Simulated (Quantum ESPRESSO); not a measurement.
# Na3BrO (Pm-3m): modes at Γ and the response to a field, part 2 of 3

Which modes does Na3BrO (Pm-3m) have at the zone centre?

Quantum ESPRESSO 7.5; DFT LDA, scalar-relativistic, plane waves, PseudoDojo norm-conserving pseudopotentials.

So far. Step 2 (A first look): A gap of 1.9 eV opens on this mesh, so the crystal is taken as an insulator; the start stands at -2.1 GPa. Step 4 (Self-consistent run for the response): The cell stands at -0.0030 GPa, close enough for phonons. The relaxed cell has a = 4.445 Å (conventional setting).

## Step 5: Linear response at Γ

At q = 0 one unit cell holds all displacements; symmetry groups them into irreducible representations that are solved one by one. The response to a field gives ε∞ and the Born charges, which polar modes need.

ph.in reads:

```
phonons
&INPUTPH
  prefix = 'x'
  outdir = './tmp'
  fildyn = 'g.dyn'
  tr2_ph = 1.0d-18
  epsil  = .true.
/
0.000000000000 0.000000000000 0.000000000000
```

The run is started by

```sh
$ OMP_NUM_THREADS=1 mpirun -n 4 ph.x -nk 4 -in ph.in > ph.out
```

Output:

```text
[banners, grids, parts of the stress and lines that vanish by symmetry left out]
[banner, memory and clock lines left out]
Program PHONON v.7.5

     ./tmp/x.save/

     IMPORTANT: XC functional enforced from input :
     Exchange-correlation= PW
                           (   1   4   0   0   0   0   0)
     Any further DFT definition will be discarded
     Please, verify this is what you really want

     G-vector sticks info

     Reading collected, re-writing distributed wavefunctions in ./tmp/

     Number and degeneracy of irreps per q-point
       N         xq(1)         xq(2)         xq(3)   N irreps
       1   0.000000000   0.000000000   0.000000000       5
        3   3   3   3   3

     Calculation of q =    0.0000000   0.0000000   0.0000000

     phonons

     bravais-lattice index     =            0
     lattice parameter (alat)  =       8.4005  a.u.
     unit-cell volume          =     592.8064 (a.u.)^3
     number of atoms/cell      =            5
     number of atomic types    =            3
     kinetic-energy cut-off    =      97.0000  Ry
     charge density cut-off    =     388.0000  Ry
     convergence threshold     =      1.0E-18
     beta                      =       0.7000
     number of iterations used =            4
     Exchange-correlation= PW
                           (   1   4   0   0   0   0   0)

     celldm(1)=    8.40048  celldm(2)=    0.00000  celldm(3)=    0.00000
     celldm(4)=    0.00000  celldm(5)=    0.00000  celldm(6)=    0.00000

     crystal axes: (cart. coord. in units of alat)
               a(1) = (  1.0000  0.0000  0.0000 )
               a(2) = (  0.0000  1.0000  0.0000 )
               a(3) = (  0.0000  0.0000  1.0000 )

     reciprocal axes: (cart. coord. in units 2 pi/alat)
               b(1) = (  1.0000  0.0000  0.0000 )
               b(2) = (  0.0000  1.0000  0.0000 )
               b(3) = (  0.0000  0.0000  1.0000 )

     Atoms inside the unit cell:

     Cartesian axes

     site n.  atom      mass           positions (alat units)
        1  Na     22.9898   tau(    1) = (    0.00000    0.50000    0.50000  )
        2  Na     22.9898   tau(    2) = (    0.50000    0.00000    0.50000  )
        3  Na     22.9898   tau(    3) = (    0.50000    0.50000    0.00000  )
        4  Br     79.9040   tau(    4) = (    0.00000    0.00000    0.00000  )
        5  O      15.9990   tau(    5) = (    0.50000    0.50000    0.50000  )

     Computing dynamical matrix for
                    q = (   0.0000000   0.0000000   0.0000000 )

     49 Sym.Ops. (with q -> -q+G )

     G cutoff =  693.5545  (  76693 G-vectors)     FFT grid: ( 54, 54, 54)
     number of k points=    20
                       cart. coord. in units 2pi/alat
        k(    1) = (   0.0000000   0.0000000   0.0000000), wk =   0.0092593
        k(    2) = (   0.0000000   0.0000000   0.1666667), wk =   0.0555556
        k(    3) = (   0.0000000   0.0000000   0.3333333), wk =   0.0555556
        [... further k-points left out ...]

     PseudoPot. # 1 for Na read from file:
     ./pseudo/Na.upf
     Pseudo is Norm-conserving, Zval =  9.0

     PseudoPot. # 2 for Br read from file:
     ./pseudo/Br.upf
     Pseudo is Norm-conserving + core correction, Zval =  7.0

     PseudoPot. # 3 for O  read from file:
     ./pseudo/O.upf
     Pseudo is Norm-conserving + core correction, Zval =  6.0

     Mode symmetry, O_h (m-3m)  point group:

     Electric field:
     Dielectric constant
     Born effective charges as d Force / d E

     Atomic displacements:
     There are    5 irreducible representations

     Representation     1      3 modes -  To be done

     Representation     2      3 modes -  To be done

     Representation     3      3 modes -  To be done

     Representation     4      3 modes -  To be done

     Representation     5      3 modes -  To be done

     Alpha used in Ewald sum =   2.8000

     Electric Fields Calculation

      iter #   1   av.it.:   6.8
      thresh= 1.000E-02 alpha_mix =  0.700 |ddv_scf|^2 =  4.767E-08

      [... iterations left out ...]
      iter #   8   av.it.:  14.3
      thresh= 1.235E-10 alpha_mix =  0.700 |ddv_scf|^2 =  4.139E-20

     End of electric fields calculation

          Dielectric constant in cartesian axis

          (       3.304045260       0.000000000       0.000000000 )
          (       0.000000000       3.304045260       0.000000000 )
          (       0.000000000       0.000000000       3.304045260 )

          Effective charges (d Force / dE) in cartesian axis without acoustic sum rule applied (asr)

           atom    1  Na    Mean Z*:        1.03408
      Ex  (        0.84875        0.00000        0.00000 )
      Ey  (        0.00000        1.12675        0.00000 )
      Ez  (        0.00000        0.00000        1.12675 )
           atom    2  Na    Mean Z*:        1.03408
      Ex  (        1.12675        0.00000        0.00000 )
      Ey  (        0.00000        0.84875        0.00000 )
      Ez  (        0.00000        0.00000        1.12675 )
           atom    3  Na    Mean Z*:        1.03408
      Ex  (        1.12675        0.00000        0.00000 )
      Ey  (        0.00000        1.12675        0.00000 )
      Ez  (        0.00000        0.00000        0.84875 )
           atom    4  Br    Mean Z*:       -1.19275
      Ex  (       -1.19275        0.00000        0.00000 )
      Ey  (        0.00000       -1.19275        0.00000 )
      Ez  (        0.00000        0.00000       -1.19275 )
           atom    5  O     Mean Z*:       -1.91066
      Ex  (       -1.91066        0.00000        0.00000 )
      Ey  (        0.00000       -1.91066        0.00000 )
      Ez  (        0.00000        0.00000       -1.91066 )

          Effective charges Sum: Mean:       -0.00117
             -0.00117        0.00000        0.00000
              0.00000       -0.00117        0.00000
              0.00000        0.00000       -0.00117

          Effective charges (d Force / dE) in cartesian axis with asr applied:
           atom    1  Na    Mean Z*:        1.03432
      E*x (        0.84898        0.00000        0.00000 )
      E*y (        0.00000        1.12698        0.00000 )
      E*z (        0.00000        0.00000        1.12698 )
           atom    2  Na    Mean Z*:        1.03432
      E*x (        1.12698        0.00000        0.00000 )
      E*y (        0.00000        0.84898        0.00000 )
      E*z (        0.00000        0.00000        1.12698 )
           atom    3  Na    Mean Z*:        1.03432
      E*x (        1.12698        0.00000        0.00000 )
      E*y (        0.00000        1.12698        0.00000 )
      E*z (        0.00000        0.00000        0.84898 )
           atom    4  Br    Mean Z*:       -1.19252
      E*x (       -1.19252        0.00000        0.00000 )
      E*y (        0.00000       -1.19252        0.00000 )
      E*z (        0.00000        0.00000       -1.19252 )
           atom    5  O     Mean Z*:       -1.91043
      E*x (       -1.91043        0.00000        0.00000 )
      E*y (        0.00000       -1.91043        0.00000 )
      E*z (        0.00000        0.00000       -1.91043 )

     Representation #   1 modes #   1   2   3

     Self-consistent Calculation

      iter #   1   av.it.:   7.9
      thresh= 1.000E-02 alpha_mix =  0.700 |ddv_scf|^2 =  7.865E-07

      [... iterations left out ...]
      iter #   8   av.it.:  13.2
      thresh= 5.221E-10 alpha_mix =  0.700 |ddv_scf|^2 =  9.851E-19

     End of self-consistent calculation

     Convergence has been achieved

     Representation #   2 modes #   4   5   6

     Self-consistent Calculation

      iter #   1   av.it.:   5.2
      thresh= 1.000E-02 alpha_mix =  0.700 |ddv_scf|^2 =  9.002E-08

      [... iterations left out ...]
      iter #   8   av.it.:  13.6
      thresh= 1.484E-10 alpha_mix =  0.700 |ddv_scf|^2 =  6.380E-20

     End of self-consistent calculation

     Convergence has been achieved

     Representation #   3 modes #   7   8   9

     Self-consistent Calculation

      iter #   1   av.it.:   7.3
      thresh= 1.000E-02 alpha_mix =  0.700 |ddv_scf|^2 =  2.523E-07

      [... iterations left out ...]
      iter #   8   av.it.:  14.1
      thresh= 6.835E-10 alpha_mix =  0.700 |ddv_scf|^2 =  1.305E-19

     End of self-consistent calculation

     Convergence has been achieved

     Representation #   4 modes #  10  11  12

     Self-consistent Calculation

      iter #   1   av.it.:   5.9
      thresh= 1.000E-02 alpha_mix =  0.700 |ddv_scf|^2 =  2.007E-07

      [... iterations left out ...]
      iter #   8   av.it.:  13.6
      thresh= 1.927E-10 alpha_mix =  0.700 |ddv_scf|^2 =  1.679E-19

     End of self-consistent calculation

     Convergence has been achieved

     Representation #   5 modes #  13  14  15

     Self-consistent Calculation

      iter #   1   av.it.:   7.3
      thresh= 1.000E-02 alpha_mix =  0.700 |ddv_scf|^2 =  2.781E-07

      [... iterations left out ...]
      iter #   6   av.it.:  14.1
      thresh= 6.455E-10 alpha_mix =  0.700 |ddv_scf|^2 =  8.959E-19

     End of self-consistent calculation

     Convergence has been achieved

     Number of q in the star =    1
     List of q in the star:
          1   0.000000000   0.000000000   0.000000000

          Dielectric constant in cartesian axis

          (       3.304045260       0.000000000       0.000000000 )
          (       0.000000000       3.304045260       0.000000000 )
          (       0.000000000       0.000000000       3.304045260 )

          Effective charges (d Force / dE) in cartesian axis without acoustic sum rule applied (asr)

           atom    1  Na    Mean Z*:        1.03408
      Ex  (        0.84875        0.00000        0.00000 )
      Ey  (        0.00000        1.12675        0.00000 )
      Ez  (        0.00000        0.00000        1.12675 )
           atom    2  Na    Mean Z*:        1.03408
      Ex  (        1.12675        0.00000        0.00000 )
      Ey  (        0.00000        0.84875        0.00000 )
      Ez  (        0.00000        0.00000        1.12675 )
           atom    3  Na    Mean Z*:        1.03408
      Ex  (        1.12675        0.00000        0.00000 )
      Ey  (        0.00000        1.12675        0.00000 )
      Ez  (        0.00000        0.00000        0.84875 )
           atom    4  Br    Mean Z*:       -1.19275
      Ex  (       -1.19275        0.00000        0.00000 )
      Ey  (        0.00000       -1.19275        0.00000 )
      Ez  (        0.00000        0.00000       -1.19275 )
           atom    5  O     Mean Z*:       -1.91066
      Ex  (       -1.91066        0.00000        0.00000 )
      Ey  (        0.00000       -1.91066        0.00000 )
      Ez  (        0.00000        0.00000       -1.91066 )

          Effective charges Sum: Mean:       -0.00117
             -0.00117        0.00000        0.00000
              0.00000       -0.00117        0.00000
              0.00000        0.00000       -0.00117

          Effective charges (d Force / dE) in cartesian axis with asr applied:
           atom    1  Na    Mean Z*:        1.03432
      E*x (        0.84898        0.00000        0.00000 )
      E*y (        0.00000        1.12698        0.00000 )
      E*z (        0.00000        0.00000        1.12698 )
           atom    2  Na    Mean Z*:        1.03432
      E*x (        1.12698        0.00000        0.00000 )
      E*y (        0.00000        0.84898        0.00000 )
      E*z (        0.00000        0.00000        1.12698 )
           atom    3  Na    Mean Z*:        1.03432
      E*x (        1.12698        0.00000        0.00000 )
      E*y (        0.00000        1.12698        0.00000 )
      E*z (        0.00000        0.00000        0.84898 )
           atom    4  Br    Mean Z*:       -1.19252
      E*x (       -1.19252        0.00000        0.00000 )
      E*y (        0.00000       -1.19252        0.00000 )
      E*z (        0.00000        0.00000       -1.19252 )
           atom    5  O     Mean Z*:       -1.91043
      E*x (       -1.91043        0.00000        0.00000 )
      E*y (        0.00000       -1.91043        0.00000 )
      E*z (        0.00000        0.00000       -1.91043 )

     Diagonalizing the dynamical matrix

     q = (    0.000000000   0.000000000   0.000000000 )

 **************************************************************************
     freq (    1) =       0.320144 [THz] =      10.678857 [cm-1]
     freq (    2) =       0.320144 [THz] =      10.678857 [cm-1]
     freq (    3) =       0.320144 [THz] =      10.678857 [cm-1]
     freq (    4) =       2.844925 [THz] =      94.896467 [cm-1]
     freq (    5) =       2.844925 [THz] =      94.896467 [cm-1]
     freq (    6) =       2.844925 [THz] =      94.896467 [cm-1]
     freq (    7) =       3.498440 [THz] =     116.695406 [cm-1]
     freq (    8) =       3.498440 [THz] =     116.695406 [cm-1]
     freq (    9) =       3.498440 [THz] =     116.695406 [cm-1]
     freq (   10) =       6.427107 [THz] =     214.385223 [cm-1]
     freq (   11) =       6.427107 [THz] =     214.385223 [cm-1]
     freq (   12) =       6.427107 [THz] =     214.385223 [cm-1]
     freq (   13) =      12.148911 [THz] =     405.244063 [cm-1]
     freq (   14) =      12.148911 [THz] =     405.244063 [cm-1]
     freq (   15) =      12.148911 [THz] =     405.244063 [cm-1]
 **************************************************************************

     Mode symmetry, O_h (m-3m)  point group:

     freq (   1-   3) =         10.7  [cm-1]   --> T_1u G_15  G_4- I
     freq (   4-   6) =         94.9  [cm-1]   --> T_1u G_15  G_4- I
     freq (   7-   9) =        116.7  [cm-1]   --> T_2u G_25  G_5-
     freq (  10-  12) =        214.4  [cm-1]   --> T_1u G_15  G_4- I
     freq (  13-  15) =        405.2  [cm-1]   --> T_1u G_15  G_4- I
```

Elapsed: 18 min, on 4 MPI ranks of Arm Neoverse V1, shared host; 70 min of CPU time.

This step gave:

* miss of the charge sum rule: 0.001160 e
* largest acoustic frequency at the zone centre before the sum rule: 10.68 cm⁻¹
* highest optical zone-centre mode (no LO-TO term): 405.2 cm⁻¹
* lowest optical zone-centre mode: 94.9 cm⁻¹
* mean high-frequency dielectric constant: 3.304
* largest Born charge in size (third of the trace): 1.911 e

Born charge (rows field, columns displacement), before the sum rule (e), principal values of the symmetric part by kind of site:

```csv
atom,atoms with these values,low,middle,high,mean
Na1,3,0.85,1.13,1.13,1.03
Br4,1,-1.19,-1.19,-1.19,-1.19
O5,1,-1.91,-1.91,-1.91,-1.91
```

In full for Na1:

```
0.85 0.00 0.00
0.00 1.13 0.00
0.00 0.00 1.13
```

High-frequency dielectric tensor:

```
3.30 0.00 0.00
0.00 3.30 0.00
0.00 0.00 3.30
```

The acoustic modes at Γ come out as far as 10.7 cm⁻¹ from zero, where they should vanish, a sizeable error of basis and grid; the Born charges miss their sum rule by 0.0012 e, which is good.

## Step 6: Modes with the sum rule

A rigid shift of the crystal must cost nothing, but grids and finite bases break this; the acoustic sum rule is imposed before the matrix is diagonalised again. With Born charges the intensities follow, and the static dielectric tensor.

dynmat.in reads:

```
&INPUT
  fildyn = 'g.dyn'
  asr    = 'simple'
  fileig = 'dynmat.eig'
  lperm  = .true.
/
```

The run is started by

```sh
$ dynmat.x -in dynmat.in > dynmat.out
```

Output:

```text
[banner, memory and clock lines left out]
Program DYNMAT v.7.5

     Reading Dynamical Matrix from file g.dyn
     ...Force constants read
     ...epsilon and Z* read
     A direction for q was not specified:TO-LO splitting will be absent

     Polarizability (A^3 units)
     multiply by 0.565606 for Clausius-Mossotti correction
        16.106360    0.000000    0.000000
         0.000000   16.106360    0.000000
         0.000000    0.000000   16.106360

     IR activities are in (D/A)^2/amu units

# mode   [cm-1]    [THz]      IR
    1     -0.00   -0.0000    0.0000
    2     -0.00   -0.0000    0.0000
    3     -0.00   -0.0000    0.0000
    4     94.24    2.8252    1.3592
    5     94.24    2.8252    1.3592
    6     94.24    2.8252    1.3592
    7    115.51    3.4629    0.0000
    8    115.51    3.4629    0.0000
    9    115.51    3.4629    0.0000
   10    213.90    6.4127    2.4400
   11    213.90    6.4127    2.4400
   12    213.90    6.4127    2.4400
   13    405.11   12.1449    5.1470
   14    405.11   12.1449    5.1470
   15    405.11   12.1449    5.1470

Electronic dielectric permittivity tensor (relative, adimensional)
         3.304045    0.000000    0.000000
         0.000000    3.304045    0.000000
         0.000000    0.000000    3.304045

 ... with zone-center polar mode contributions
         9.076142    0.000000    0.000000
         0.000000    9.076142   -0.000000
         0.000000   -0.000000    9.076142

[end of the log left out, with the tail of the file of modes that dynmat.x writes under the same name]
```

Elapsed: 0.46 s, on 1 thread.

Numbers from this step:

- highest optical zone-centre mode (no LO-TO term): 405.1 cm⁻¹
- lowest optical zone-centre mode: 94.24 cm⁻¹
- mean static dielectric constant: 9.076

Unit eigenvectors of the mass-weighted matrix after the sum rule; no LO-TO term. Modes at Γ, with each element's share of the kinetic energy:

```
mode  frequency (cm⁻¹)  symmetry  Na %  Br %  O %
   1               0.0  acoustic    42    48   10
   2               0.0  acoustic    42    48   10
   3               0.0  acoustic    42    48   10
   4              94.2       T1u    45    51    5
   5              94.2       T1u    45    51    5
   6              94.2       T1u    45    51    5
   7             115.5       T2u   100     0    0
   8             115.5       T2u   100     0    0
   9             115.5       T2u   100     0    0
  10             213.9       T1u    74     1   25
  11             213.9       T1u    74     1   25
  12             213.9       T1u    74     1   25
  13             405.1       T1u    40     0   60
  14             405.1       T1u    40     0   60
  15             405.1       T1u    40     0   60
```

Displacements in mode 4 (94.2 cm⁻¹), the largest set to 1:
```
Na1 -0.18 -1.00  0.00
Na2 -0.24 -0.76  0.00
Na3 -0.24 -1.00  0.00
Br4  0.22  0.92  0.00
O5  -0.15 -0.63  0.00
```

Displacements in mode 14 (405.1 cm⁻¹), the largest set to 1:
```
Na1  0.00  0.00  0.02
Na2  0.00  0.00  0.02
Na3  0.00  0.00 -0.67
Br4  0.00  0.00 -0.01
O5   0.00  0.00  1.00
```

Degenerate modes summed, no LO-TO term. Lines of the infrared spectrum (strongest = 100):

```csv
position (cm⁻¹),lines merged,label,"IR intensity, relative"
94,3,T1u,26
116,3,T2u,0.0
214,3,T1u,47
405,3,T1u,100
```

Static dielectric tensor (ions relaxed, fixed cell):

```
9.08 0.00 0.00
0.00 9.08 0.00
0.00 0.00 9.08
```

The rule also moves an optical mode by 1.2 cm⁻¹.

(Part 2 of 3 ends here.)

[Host names and launcher messages were left out of these logs when they were recorded.]

[Logs are printed without paths, hosts, clocks, repeated set-up lines and the standing remarks that a program may print on its own settings, such as how far it seeks lower states.]

[Hosts, paths, dates, database ids (printed as entryN), source tags and the programs' standing remarks are cut or masked in the printed files.]
